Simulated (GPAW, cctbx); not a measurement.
## Bonding in BaTi2Ga2 as X-rays see it

Aim: compute the bonding part of the density of BaTi2Ga2, find which reflections carry it, and see how it biases an ordinary refinement.

The start was made by putting kin elements into a known structure type; the compound need not exist, or be stable, in this form. All numbers below are calculated.

## Step 1: Find the equilibrium geometry

The density hangs on the geometry, so cell and atoms are relaxed first, with the symmetry held. The cutoff is set higher than for the density because stress converges slowly with plane waves.

Settings: GPAW 26.7.0, PBE, 570 eV, 5×5×5 k-points, Fermi–Dirac width 0.1 eV, BFGS to 0.03 eV/Å.

```text
cell
1.0
     0.000000000   -4.233000000    0.000000000
     4.233000000    0.000000000    0.000000000
    -2.116500000    2.116500000    5.437000000
Ba Ga Ti
1 2 2
Direct
0.000000000 0.000000000 0.000000000
0.250000000 0.750000000 0.500000000
0.750000000 0.250000000 0.500000000
0.629900000 0.629900000 0.259800000
0.370100000 0.370100000 0.740200000
```

```console
$ OMP_NUM_THREADS=1 mpirun -n 4 gpaw python run.py > gpaw.log
```

```text
BFGS:    0      -19.445052        2.069648
BFGS:    1      -19.632557        1.829528
BFGS:    2      -20.243728        0.816533
BFGS:    3      -20.393428        0.515031
...
BFGS:   15      -20.710990        0.116098
BFGS:   16      -20.713528        0.054894
BFGS:   17      -20.713375        0.002082
cell  4.8376 4.8376 6.4009  112.20 112.20 90.00
volume 126.612 A^3, largest force 0.001 eV/A, largest stress 0.01 GPa
```

The cell moved far, while the k-mesh and basis were chosen for the start, so the final shape may be somewhat biased.

After 17 steps the volume has changed by +30.0 % and the energy by -1.268 eV; the largest stress left is 0.01 GPa. It took 6.2 min on 4 cores of Arm Neoverse V1 (shared host), peak memory 1.4 GiB.

Relaxed structure: I4/mmm (no. 139), a = 4.8376 Å, b = 4.8376 Å, c = 10.8205 Å, α = 90.00°, β = 90.00°, γ = 90.00°.

```csv
atom,mult.,x,y,z
Ba1,2,0,0,0
Ga1,4,1/2,0,1/4
Ti1,4,1/2,1/2,0.1602
```

## Step 2: Density and charge transfer

X-rays see the whole electron density, so the PAW density is rebuilt with its core regions. Subtracting spherical free atoms from the same code cancels the cores and leaves the deformation density Δρ, the part due to bonding.

Settings: PBE, 450 eV, 5×5×5 k-points, Fermi–Dirac width 0.1 eV; primitive cell of 5 atoms.

```console
$ OMP_NUM_THREADS=1 mpirun -n 4 gpaw python run.py > gpaw.log
```

```text
|iter:   1|       0s |  -21.087280 | -0.22 |       |
|iter:   2|       1s |  -20.977810 | -1.64 | -1.18 |
|iter:   3|       2s |  -20.799182 | -0.66 | -1.23 |
...
|iter:  10|       8s |  -20.591921c| -6.66 | -4.32c|
|iter:  11|       9s |  -20.591915c| -7.28 | -4.83c|
|iter:  12|      10s |  -20.591917c| -7.85c| -5.21c|
```

```text
gpts.py:43: UserWarning: Initial realspace grid (24,24,32) inconsistent with symmetries.
gpts.py:43: UserWarning: Initial realspace grid (24,24,32) inconsistent with symmetries.
gpts.py:43: UserWarning: Initial realspace grid (24,24,32) inconsistent with symmetries.
gpts.py:43: UserWarning: Initial realspace grid (24,24,32) inconsistent with symmetries.
gpts.py:70: UserWarning: Using symmetrized grid: (32,32,32).
gpts.py:70: UserWarning: Using symmetrized grid: (32,32,32).
gpts.py:70: UserWarning: Using symmetrized grid: (32,32,32).
gpts.py:70: UserWarning: Using symmetrized grid: (32,32,32).
grid (64, 64, 64)  electrons 162.000  moved by bonding 1.002 e
deformation density beyond 0.5 A of the nuclei: max 0.301, min -0.215 e/A^3
atom        x       y       z   Voronoi charge  moment
Ba1    0.0000  0.0000  0.0000      0.164       0.00
Ga2    0.7500  0.2500  0.5000     -0.150       0.00
Ga3    0.2500  0.7500  0.5000     -0.150       0.00
Ti4    0.6602  0.6602  0.3204      0.067       0.00
Ti5    0.3398  0.3398  0.6796      0.067       0.00
mean inner potential of superposed free atoms 18.126 V
total magnetic moment 0.000 muB
```

Deformation density in a plane through the shortest contact of the Ga atom at the origin, in 0.01 e/Å³ (clipped at ±99); x from -1.6 to 4.2 Å, y from 2.4 down to -2.4 Å:

```text
 -1   2  15   .   .   1   4   4  -2   .   .  -4  -2   1   1  -1
 -1  -2  -5   7  -3  -3   2   3   0  -4  -5  -3   0   2   1   0
  0  -1   0   5   4   2   3   4   3   2   2   3   3   2   1   0
  1   1   3   4   4   3   3   4   3   3   4   4   2   0   0   0
  1   2   2   0  -1  -1   2   3   2   0   2   5  -2  -2  -1   0
  1   1  -1  -5   .  -5  -2   3   2  -3 -17   .  -4  -1  -1   0
  1   1  -2   .   .   .  -3   3   5   6   .   .   .   3  -1   0
  1   2   0  -5   .  -5  -2   3   3   0  -6   .  -6  -4  -2  -1
  2   3   2   0  -2  -2   1   2   1  -2  -2   4  -3  -5  -3  -1
  3   4   4   3   1   1   2   2   1  -1  -1  -1  -2  -2  -2  -1
  3   4   3   2   1   0   1   1   0   0   0   0   0  -1  -1  -1
 -1   2   2   0  -1  -1  -1   0   0   0   0   0   0   0  -1   0
 -4   1   1   0  -2  -2  -1  -1   0   0   0   0   0  -1  -1   0
```

Atoms in or within 0.15 Å of the plane: Ga (0.0, 0.0), Ti (2.6, 0.0) Å. Dots mark points within about 0.45 Å of a nucleus; large values next to them are atomic features.

Ga gains most (-0.15 e) and Ba loses most (+0.16 e), as electronegativity suggests. Along the shortest contact from the Ga atom at the map's origin, Ga–Ti at 2.61 Å, Δρ is +0.04 e/Å³ at the midpoint and highest, +0.08, 2.04 Å from Ga (points within 0.5 Å of a nucleus left out): little piles up between the atoms. Point values carry grid noise of about 0.01 e/Å³. The run needed 12 iterations, 17 s.

## Step 3: Structure factors

The Fourier components of Δρ, added to those of the free atoms, give the static X-ray structure factors; the Mott–Bethe relation turns them into the Fourier components V of the potential that fast electrons feel.

```text
static structure factors of the conventional cell: F in electrons, V (Mott-Bethe) in volts
   h  k  l      d  |F| table  |F| free   |F| DFT   change   |V| free  |V| DFT  change %
   0  0  2  5.4102    46.350    46.245    46.932    0.687     1.819    1.455    -20.0
   1  0  1  4.4163    60.015    60.086    60.086   -0.001     1.715    1.716      0.0
   1  1  0  3.4207    59.588    59.460    59.391   -0.068     3.503    3.518      0.4
   1  0  3  2.8916   159.758   159.595   159.456   -0.138     6.017    6.038      0.3
   1  1  2  2.8913   167.409   167.519   167.684    0.165     4.661    4.636     -0.5
   0  0  4  2.7051   151.205   151.320   151.712    0.392     3.834    3.782     -1.4
   2  0  0  2.4188   250.441   250.114   249.581   -0.533     7.824    7.881      0.7
   2  0  2  2.2082    36.331    35.946    35.190   -0.756     1.212    1.279      5.5
   1  1  4  2.1218    48.042    47.572    47.161   -0.411     1.643    1.677      2.0
   2  1  1  2.1215    52.598    52.757    52.725   -0.032     0.993    0.995      0.3
   1  0  5  1.9754    64.255    64.371    64.007   -0.364     1.404    1.430      1.8
   2  1  3  1.8553   136.254   136.202   135.969   -0.232     3.934    3.949      0.4
   0  0  6  1.8034    44.250    44.633    45.208    0.575     1.694    1.660     -2.0
   2  0  4  1.8031   133.757   133.471   133.049   -0.422     2.754    2.779      0.9
```

The largest X-ray change is -0.76 e on 202, 2.1 % of |F|. For electrons V goes as (Z − F)/g², so a change of F counts against Z − F, which is small at low angle and wherever the atoms' terms cancel: |V| of 002 moves by -20.0 % (1.82 to 1.46 V) against +1.5 % in |F|. The last three rows still change by up to 0.57 e; the table stops while the angles are still low. The tabulated Hartree–Fock atoms differ from the free DFT atoms by up to 0.47 e, so the choice of reference atom matters too.

## Step 4: Which functional?

The same geometry is run with other functionals, to see whether the bonding signal is larger than the spread between approximations. Free atoms are LDA for LDA and PBE otherwise. Any other changed setting is in the row's label.

```
   run  ΔF 202 (e)  ΔF 002 (e)  ΔF 200 (e)  q(Ga) (e)  moved (e)  time
   PBE      -0.756      +0.687      -0.533     -0.150      1.002  17 s
   LDA      -0.698      +0.703      -0.493     -0.145      0.955  16 s
revPBE      -0.777      +0.681      -0.529     -0.153      1.044  17 s
```

At the base's settings ΔF(202) spans -0.777 to -0.698 e, a spread of 10 % of the PBE value; over the three listed reflections the spread is at most 10 %, so sign and size hold across the functionals. Times are from shared hosts.

## Step 5: What a spherical-atom refinement makes of it

Routine crystallography fits spherical atoms. To see the bias, intensities are simulated from tabulated atoms plus the DFT change ΔF, so that bonding alone can misfit (5808 reflections of the full sphere, merged to the counts below, to 0.45 Å, 1.5 % proportional noise plus counting noise, assumed isotropic U as listed, Δρ smeared by the mean U) and refined with cctbx over different ranges.

| range | data | R1 | GooF | U Ba1 (true 0.0031) | U Ga1 (true 0.0038) | U Ti1 (true 0.0043) | largest shift (Å) | Δρ max, min (e/Å³) |
| --- | --- | --- | --- | --- | --- | --- | --- | --- |
| all data | 469 | 0.0037 | 0.95 | 0.0031 | 0.0038 | 0.0043 | 0.0000 | 0.29, -0.58 |
| low resolution, d > 0.84 | 86 | 0.0031 | 0.96 | 0.0031 | 0.0037 | 0.0043 | 0.0001 | 0.11, -0.12 |
| high order, d < 0.75 | 348 | 0.0040 | 0.93 | 0.0031 | 0.0038 | 0.0043 | 0.0000 | 0.23, -0.39 |
| occupancies free, d > 0.7 | 141 | 0.0033 | 0.96 | 0.0031 | 0.0037 | 0.0043 | 0.0001 | 0.14, -0.21 |

With all data GooF is 0.95, so at this noise the bonding hardly shows; the top residual peak lies 0.57 Å from Ti and 2.10 Å from Ga. No U is off by more than 3 s.u. at low resolution. With Ba1 held at 1 and the scale free, the other occupancies refine to Ga1 0.999(0.001) and Ti1 1.000(0.002), within three s.u. of full.

## Step 6: Answer

Bonding moves 1.00 e in the primitive cell of BaTi2Ga2 and changes the structure factors of the conventional cell in the table above by at most 0.76 e (202, 2.1 %). The shortest bond, Ga–Ti, has Δρ = +0.04 e/Å³ at its midpoint. At the base's settings ΔF(202) spans -0.777 to -0.698 e, a spread of 10 % of the PBE value; over the three listed reflections the spread is at most 10 %, so sign and size hold across the functionals. With all data GooF is 0.95, so at this noise the bonding hardly shows. Limits: static density, frozen cores, no spin–orbit coupling.

[Outputs are excerpts: Python notices, other lines and further rows are left out; steps that failed or that the build refused (PBEsol, TPSS) are not shown.]

[Logs are printed without paths, hosts, clocks, repeated set-up lines and the standing remarks that a program may print on its own settings, such as how far it seeks lower states.]
